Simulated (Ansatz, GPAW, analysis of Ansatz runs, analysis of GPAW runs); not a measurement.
# Substitutional B in diamond: charge-transition level, PBE (GPAW), part 2 of 4

Aim: the charge-transition level of substitutional B in diamond, to be set beside the measurement. Set-up: PBE, plane waves 500 eV, 64-site cell, PBE lattice, k: the zone centre alone then 2x2x2 shifted, symmetric start, start relaxed with Ansatz. The model is a cell of 64 host atoms with 1 C taken out and 1 B put in. The level is the Fermi energy at which two charge states have equal formation energy, after a correction for the images of the charge. Another start tests whether the structure found is the lowest.

GPAW 26.7.0; PBE, plane waves 500 eV, 64-site cell, PBE lattice, k: the zone centre alone then 2x2x2 shifted, symmetric start, start relaxed with Ansatz.

So far: The starting structure; Relaxation, charge 0.

## Step 3: Single point, charge 0

The relaxed structure is kept, and the final numbers are taken at the final level and k-points.

This step: GPAW plane-wave PAW DFT, PBE; single point of a defect supercell.

Contents of run.py:

```python
import numpy as np
from ase.io import read, write
from ase.parallel import parprint, world
from gpaw import GPAW, PW

atoms = read('POSCAR')
magmoms = np.zeros(len(atoms))
magmoms[[7, 3, 26, 41]] = 1 / 4
atoms.set_initial_magnetic_moments(magmoms)
calc = GPAW(mode=PW(500),
            xc='PBE',
            kpts={'size': (2, 2, 2), 'gamma': False},
            occupations={'name': 'fermi-dirac', 'width': 0.01, 'fixmagmom': True},
            nbands=136,
            convergence={'density': 1e-05, 'bands': 133},
            maxiter=150,
            symmetry={},
            txt='gpaw.txt')
atoms.calc = calc
energy = atoms.get_potential_energy()
forces = atoms.get_forces()
parprint(f'Energy: {energy:.6f} eV, largest force {np.linalg.norm(forces, axis=1).max():.4f} eV/A')
calc.write('gs.gpw')
write('final.xyz', atoms)
parprint('Moments:', atoms.get_magnetic_moments().round(3))
for s in range(calc.get_number_of_spins()):
    parprint('Levels (eV), spin', s, calc.get_eigenvalues(kpt=0, spin=s)[-16:].round(3))
field = calc.get_electrostatic_potential()
if world.rank == 0:
    np.save('potential.npy', field)
field = calc.get_pseudo_density()
if world.rank == 0:
    np.save('density.npy', field)
field = calc.get_pseudo_density(spin=0) - calc.get_pseudo_density(spin=1)
if world.rank == 0:
    np.save('spin.npy', field)
```

Contents of POSCAR:

```
C  B  C 
 1.0000000000000000
     7.1439157092080041   -0.0000000000000009   -0.0000000000000000
     0.0000000000000004    7.1439157092080050   -0.0000000000000000
    -0.0000000000000004   -0.0000000000000018    7.1439157092080032
 C   B   C  
   7   1  56
Direct
 -0.0009779706654426 -0.0009779706654425  0.2504555852603082
 -0.0008396921582191  0.2498946925842040 -0.0003565537589864
[... 1 atom line left out ...]
  0.2460697804334656  0.2460697804334658  0.2470771355441544
  0.1246527095570567  0.1246527095570568  0.3735327401134519
[... 2 atom lines left out ...]
  0.3757598646551780  0.3757598646551783  0.3742401350780211
[... 5 atom lines left out ...]
  0.1246527095570567  0.3764672596197473  0.6253472915759350
  0.3764672596197472  0.1246527095570569  0.6253472915759350
[... 5 atom lines left out ...]
  0.1247803300437912  0.6256853890701268  0.3757987802879090
[... 5 atom lines left out ...]
  0.2460697804334656  0.5029228641890449  0.5039302206995260
[... 3 atom lines left out ...]
  0.3742012194452901  0.6256853890701268  0.6252196696894079
[... 5 atom lines left out ...]
  0.6256853890701267  0.1247803300437914  0.3757987802879090
[... 4 atom lines left out ...]
  0.5029228641890446  0.2460697804334659  0.5039302206995260
[... 3 atom lines left out ...]
  0.6256853890701267  0.3742012194452904  0.6252196696894079
[... 2 atom lines left out ...]
  0.5029286425326983  0.5029286425326984  0.2470713572005009
[... 14 atom lines left out ...]
  0.8752064504262129  0.8752064504262134  0.8747935494178491
```

The run is started by

```bash
$ OMP_NUM_THREADS=1 mpirun -n 4 gpaw python run.py > stdout
```

What it wrote:

```text
__  _  _
 | _ |_)|_||  |
 |__||  | ||/\| - 26.7.0

Input parameters:
  mode=PW(ecut=500.0),
  convergence={'density': 1e-05, 'bands': 133},
  kpts=MonkhorstPack(size=(2, 2, 2), gamma=False),
  maxiter=150,
  nbands=136,
  occupations=Occupations(name='fermi-dirac', width=0.01, fixmagmom=True),
  symmetry=Symmetry(),
  xc=XC(name='PBE')

Diagonalizing LCAO Hamiltonian
Converting LCAO to pw mode

                 C        C
            C  C     C C
         C   C C  C   C C
          C C   C C  C   C
       C  CC    CC CC     C
            CCC      CCC
        C      B C    CCC
         CCC C    C C
          C C   C  C C   C
       C   C  C C   C C
        C     C  C     C
           C        C

Atoms  # Å, Bohr magnetons
|    | symbol |         x |         y |         z |    initial magnetic moments |
|----|--------|-----------|-----------|-----------|-----------------------------|
|  0 |      C | -0.006987 | -0.006987 |  1.789234 | ( 0.0000,  0.0000,  0.0000) |
|  1 |      C | -0.005999 |  1.785227 | -0.002547 | ( 0.0000,  0.0000,  0.0000) |
|  2 |      C |  1.785227 | -0.005999 | -0.002547 | ( 0.0000,  0.0000,  0.0000) |
|  3 |      C |  1.757902 |  1.757902 |  1.765098 | ( 0.0000,  0.0000,  0.2500) |
|  4 |      C |  0.890508 |  0.890508 |  2.668486 | ( 0.0000,  0.0000,  0.0000) |
|  5 |      C |  0.891420 |  2.673262 |  0.888093 | ( 0.0000,  0.0000,  0.0000) |
|  6 |      C |  2.673262 |  0.891420 |  0.888093 | ( 0.0000,  0.0000,  0.0000) |
|  7 |      B |  2.684397 |  2.684397 |  2.673540 | ( 0.0000,  0.0000,  0.2500) |
|  8 |      C | -0.000755 | -0.000755 |  5.358692 | ( 0.0000,  0.0000,  0.0000) |
|  9 |      C | -0.000549 |  1.785871 |  3.572066 | ( 0.0000,  0.0000,  0.0000) |
| 10 |      C |  1.785871 | -0.000549 |  3.572066 | ( 0.0000,  0.0000,  0.0000) |
[...]
| 59 |      C |  5.355344 |  5.355344 |  5.358535 | ( 0.0000,  0.0000,  0.0000) |
| 60 |      C |  4.466185 |  4.466185 |  6.247719 | ( 0.0000,  0.0000,  0.0000) |
| 61 |      C |  4.465906 |  6.251065 |  4.463053 | ( 0.0000,  0.0000,  0.0000) |
| 62 |      C |  6.251065 |  4.465906 |  4.463053 | ( 0.0000,  0.0000,  0.0000) |
| 63 |      C |  6.252401 |  6.252401 |  6.249451 | ( 0.0000,  0.0000,  0.0000) |

Unit cell  # Å
| periodic |         x |         y |         z |  lengths |    angles |
|----------|-----------|-----------|-----------|----------|-----------|
|      yes |  7.143916 | -0.000000 | -0.000000 | 7.143916 | 90.000000 |
|      yes |  0.000000 |  7.143916 | -0.000000 | 7.143916 | 90.000000 |
|      yes | -0.000000 | -0.000000 |  7.143916 | 7.143916 | 90.000000 |

Number of symmetries: 2
Symmetry operations  # r_c * U_cc + t_c -> r_c
|   | kind |            matrix            |
|---|------|------------------------------|
| 0 |  E   |  1, 0, 0,  0, 1, 0,  0, 0, 1 |
| 1 |  σ   |  0, 1, 0,  1, 0, 0,  0, 0, 1 |

BZ-sampling:
  Number of BZ points: 8
  Number of IBZ points: 3

  Monkhorst-Pack size: [2, 2, 2]
  Monkhorst-Pack shift: [0, 0, 0]

K-points  # in reciprocal-cell coordinates
|   |                                coordinates |     weight |
|---|--------------------------------------------|------------|
| 0 | (  0.25000000,  -0.25000000,   0.25000000) | 0.50000000 |
| 1 | (  0.25000000,   0.25000000,  -0.25000000) | 0.25000000 |
| 2 | (  0.25000000,   0.25000000,   0.25000000) | 0.25000000 |

Plane wave coefficients: 9249
Cutoff: 500.0 eV

Spin-components: 2 (collinear spins)
Bands:           136
Projectors:      320
Spin-degeneracy: 1
Datatype:        complex128

Density:
  Valence electrons: 255.0
  Components: 2
  Grid points: [40 40 40]
  Charge: 0.0  # |e|

Potential:
  Grid points: [40 40 40]

species:
  C:
    name:    Carbon
    Z:       6.0
    valence: 4
    core:    2
    charge:  0.0  # [|e|]
    compensation charges:
      type: gauss
      rc: 0.20  # [Å]
      lmax: 2
    cutoffs:
      filter: 1.14  # [Å]
      core: 1.14  # [Å]
    projectors
    | kind |    occ | energy [eV] | rcut [Å] |
    |------|--------|-------------|----------|
    |   2s |  2.000 |     -13.751 |    0.635 |
    |   2p |  2.000 |      -5.284 |    0.635 |
    |    s |        |      13.461 |    0.635 |
    |    p |        |      21.927 |    0.635 |
    |    d |        |       0.000 |    0.635 |

    Using partial waves for C as LCAO basis

  B:
    name:    Boron
    Z:       5.0
    valence: 3
    core:    2
    charge:  0.0  # [|e|]
    compensation charges:
      type: gauss
      rc: 0.20  # [Å]
      lmax: 2
    cutoffs:
      filter: 1.14  # [Å]
      core: 1.38  # [Å]
    projectors
    | kind |    occ | energy [eV] | rcut [Å] |
    |------|--------|-------------|----------|
    |   2s |  2.000 |      -9.443 |    0.635 |
    |   2p |  1.000 |      -3.606 |    0.635 |
    |    s |        |      17.768 |    0.635 |
    |    p |        |      23.605 |    0.635 |
    |    d |        |       0.000 |    0.635 |

    Using partial waves for B as LCAO basis

Reference energy: -65410.060842  # eV

eigensolver:
  PPCG
  Converge bands: 133
  niter=2

density mixing:
  MSR1-Mixer
  Pratt-step length: 0.05
  Maximum mixing coefficient: 0.75
  Old densities: 10
  SVD Regularization: 0.005
  Good broyden scale: 1.0
  Trust region scale: 1.0
  Backstep threshold: 4.0
  History deletion threshold: 6.0
  Fourier metric: weight=20.0, sigma=0.015

occupation numbers:
  Fixed magnetic moment: 1.000
  Fermi-Dirac:
    width: 0.0100  # eV

poisson solver:
  ecut: 4000.0  # eV

xc functional:
  name: PBE with 2 nearest neighbor stencil

Initialization done in: 12.484 s

convergence criteria:
- Maximum integral of absolute [dens]ity change: 1e-05 electrons / valence electron
- Maximum [total energy] change in last 3 cyles: 0.0005 eV / valence electron
- Maximum integral of absolute [eigenst]ate change: 4e-08 eV^2 / valence electron
maximum number of iterations: 150

SCF iterations
|iter     | |      energy | eigst |  dens |  magmom |
|---------|-|-------------|-------|-------|---------|
|iter:   1| | -593.665067 | +0.18 |       |  +0.9938|
|iter:   2| | -591.415976 | -1.79 | -0.79 |  +0.9942|
|iter:   3| | -577.798139 | -1.23 | -0.81 |  +0.9983|
|iter:   4| | -577.629231 | -1.59 | -1.47 |  +0.9996|
|iter:   5| | -577.568023 | -1.90 | -2.19 |  +0.9997|
|iter:   6| | -577.565494c| -2.12 | -2.40 |  +0.9999|
|iter:   7| | -577.565821c| -1.97 | -2.95 |  +1.0000|
|iter:   8| | -577.565798c| -1.70 | -3.53 |  +1.0000|
|iter:   9| | -577.565805c| -1.65 | -3.87 |  +1.0000|
|iter:  10| | -577.565809c| -1.75 | -4.19 |  +1.0000|
|iter:  11| | -577.565810c| -2.05 | -4.51 |  +1.0000|
|iter:  12| | -577.565810c| -2.34 | -4.98 |  +1.0000|
|iter:  13| | -577.565810c| -2.60 | -5.34c|  +1.0000|
|iter:  14| | -577.565810c| -2.84 | -5.64c|  +1.0000|
|iter:  15| | -577.565810c| -3.12 | -6.09c|  +1.0000|
|iter:  16| | -577.565810c| -3.38 | -6.36c|  +1.0000|
|iter:  17| | -577.565810c| -3.67 | -6.62c|  +1.0000|
|iter:  18| | -577.565810c| -3.93 | -6.85c|  +1.0000|
|iter:  19| | -577.565810c| -4.23 | -7.32c|  +1.0000|
|iter:  20| | -577.565810c| -4.45 | -7.57c|  +1.0000|
|iter:  21| | -577.565810c| -4.77 | -7.93c|  +1.0000|
|iter:  22| | -577.565810c| -4.99 | -8.19c|  +1.0000|
|iter:  23| | -577.565810c| -5.29 | -8.55c|  +1.0000|
|iter:  24| | -577.565810c| -5.50 | -8.88c|  +1.0000|
|iter:  25| | -577.565810c| -5.77 | -9.26c|  +1.0000|
|iter:  26| | -577.565810c| -5.99 | -9.51c|  +1.0000|
|iter:  27| | -577.565810c| -6.25 | -9.83c|  +1.0000|
|iter:  28| | -577.565810c| -6.50 |-10.25c|  +1.0000|
|iter:  29| | -577.565810c| -6.73 |-10.57c|  +1.0000|
|iter:  30| | -577.565810c| -6.98 |-10.87c|  +1.0000|
|iter:  31| | -577.565810c| -7.22 |-11.11c|  +1.0000|
|iter:  32| | -577.565810c| -7.45c|-11.50c|  +1.0000|

Converged in 32 steps
SCF loop duration: 250.102 s (7.816 s/step)
Energy contributions relative to reference atoms: (reference = -65410.060842)

Energy contributions:
  Kinetic:         525.661965
  Coulomb:        -494.281817
  Zero:              0.695762
  External:          0.000000
  Xc:             -609.638785
  Entropy:          -0.005869
  Spinorbit:         0.000000
  ----------------------------
  Free energy:    -577.568744
  Extrapolated:   -577.565810

dipole moment: (84.339046, 84.339046, 0.014552)  # |e|*Ang

Total magnetic moment: (0.000000, 0.000000, 1.000000)

Local magnetic moments
|        x |        y |        z |
|----------|----------|----------|
| 0.000000 | 0.000000 | 0.008532 |  # C    0
| 0.000000 | 0.000000 | 0.009827 |  # C    1
| 0.000000 | 0.000000 | 0.009827 |  # C    2
| 0.000000 | 0.000000 | 0.025261 |  # C    3
| 0.000000 | 0.000000 | 0.005873 |  # C    4
| 0.000000 | 0.000000 | 0.009943 |  # C    5
| 0.000000 | 0.000000 | 0.009943 |  # C    6
| 0.000000 | 0.000000 | 0.021545 |  # B    7
| 0.000000 | 0.000000 | 0.007367 |  # C    8
| 0.000000 | 0.000000 | 0.005309 |  # C    9
[...]
Fermi levels: 14.085, 11.584
Eigenvalues  # (at kpt = [0.250, -0.250, 0.250])
| band index |      eig [eV] | occ [0-1] |      eig [eV] | occ [0-1] |
|------------|---------------|-----------|---------------|-----------|
|          0 |        -9.045 |     1.000 |        -9.023 |     1.000 |
|        ... |               |           |               |           |
|        120 |         9.905 |     1.000 |         9.938 |     1.000 |
|        121 |         9.916 |     1.000 |         9.947 |     1.000 |
|        122 |        10.058 |     1.000 |        10.083 |     1.000 |
|        123 |        10.425 |     1.000 |        10.450 |     1.000 |
|        124 |        10.463 |     1.000 |        10.530 |     1.000 |
|        125 |        10.501 |     1.000 |        10.599 |     1.000 |
|        126 |        11.434 |     1.000 |        11.458 |     1.000 |
|        127 |        11.532 |     1.000 |        11.604 |     0.118 |
|        128 |        16.890 |     0.000 |        16.908 |     0.000 |
|        129 |        16.907 |     0.000 |        16.923 |     0.000 |
|        130 |        16.963 |     0.000 |        16.980 |     0.000 |
|        131 |        17.139 |     0.000 |        17.160 |     0.000 |
|        132 |        17.160 |     0.000 |        17.178 |     0.000 |
|        133 |        17.218 |     0.000 |        17.239 |     0.000 |
|        134 |        17.758 |     0.000 |        17.780 |     0.000 |
|        135 |        17.768 |     0.000 |        17.790 |     0.000 |

Gap: 5.286 eV
Transition (v -> c):
  (s=1, k=2, n=127, [0.25, 0.25, 0.25]) -> (s=0, k=0, n=128, [0.25, -0.25, 0.25])
Direct/indirect transitions are different
Direct gap: 5.286 eV
Transition at: (s=1->0, k=2, n=127, [0.25, 0.25, 0.25])

Forces  # eV/Ang
|        x |        y |        z |
|----------|----------|----------|
[...]
|  0.01539 |  0.01539 | -0.01521 |  # C   59
| -0.02917 | -0.02917 |  0.03355 |  # C   60
| -0.04205 | -0.01027 |  0.00969 |  # C   61
| -0.01027 | -0.04205 |  0.00969 |  # C   62
| -0.01292 | -0.01292 |  0.01292 |  # C   63

# Writing to gs.gpw (mode='')
```

Elapsed: 4.5 min, on 4 MPI ranks of Arm Neoverse V1, shared host; peak memory 1.9 GiB.

Read from the output:

```
total moment : 1.0000 μB
```

[end of part 2 of 4]

[Logs are printed without paths, hosts, clocks, repeated set-up lines and the standing remarks that a program may print on its own settings, such as how far it seeks lower states.]

[Hosts, paths, dates, database ids (printed as entryN), source tags and the programs' standing remarks are cut or masked in the printed files.]

[For some hosts the program warned that the k-mesh of the response run may be too coarse for force constants and the static dielectric constant; such warnings are not shown here.]
